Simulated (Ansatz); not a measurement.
An input for Ansatz 0.2.0 (SrTiO3 (Tausonite)):

```yaml
crystal:
  lattice:
    - [3.90528, 0.0, 0.0]
    - [0.0, 3.90528, 0.0]
    - [0.0, 0.0, 3.90528]
  atoms:
    - { symbol: Sr, position: [0.5, 0.5, 0.5] }
    - { symbol: Ti, position: [0.0, 0.0, 0.0] }
    - { symbol: O, position: [0.5, 0.0, 0.0] }
    - { symbol: O, position: [0.0, 0.5, 0.0] }
    - { symbol: O, position: [0.0, 0.0, 0.5] }
kpoints:
  mp_grid: { grid: [4, 4, 4] }
hamiltonian:
  xc: pbe
  pseudopotentials: { kind: all_electron }
scf:
  occupations: { method: fixed }
gw:
  n_empty_bands: 248
  ecut_chi: 150.0
  qp_bands: [v6, c3]
  qp_kpoints: [[0, 0, 0]]
  screening: { model: contour_deformation }
```

```sh
ansatz run input.yaml --threads 3 --pin off --max-ram 92160MiB --backend cuda --events-out ev --progress --plain --runs-dir out --devices 1 --max-vram 13GiB
```

How long will it take on 1 × NVIDIA H100 80GB HBM3 (shared by 6 runs) with 3 threads of AMD EPYC 7R13 (Zen 3), shared host, and how much memory?

It took 35 s; on shared hardware allow 18 s to 70 s. Peak host memory was 2.9 GiB. The sizes that set the cost: 20005 plane waves a state, 10 irreducible k points, 290 bands summed, 251 plane waves in the screening and 10 SCF cycles.

The screening grows as filled bands × empty bands × pairs of k points, times the square of the screening basis for the matrix.

[Paths, hosts, dates, memory and timing lines, banners, echoed tables and standing remarks are left out of the program output.]

[Logs are printed without paths, hosts, clocks, repeated set-up lines and the standing remarks that a program may print on its own settings, such as how far it seeks lower states.]

[Runs of the session that timed out or met a known fault of the program may be left out.]

[Cells called generated may have been cut or substituted from an entry of the Crystallography Open Database or the Materials Project.]

[No measured gap is set beside runs whose start may be inverted or whose files or cutoffs have a known fault.]

[Hosts, paths, dates, database ids (printed as entryN), source tags and the programs' standing remarks are cut or masked in the printed files.]
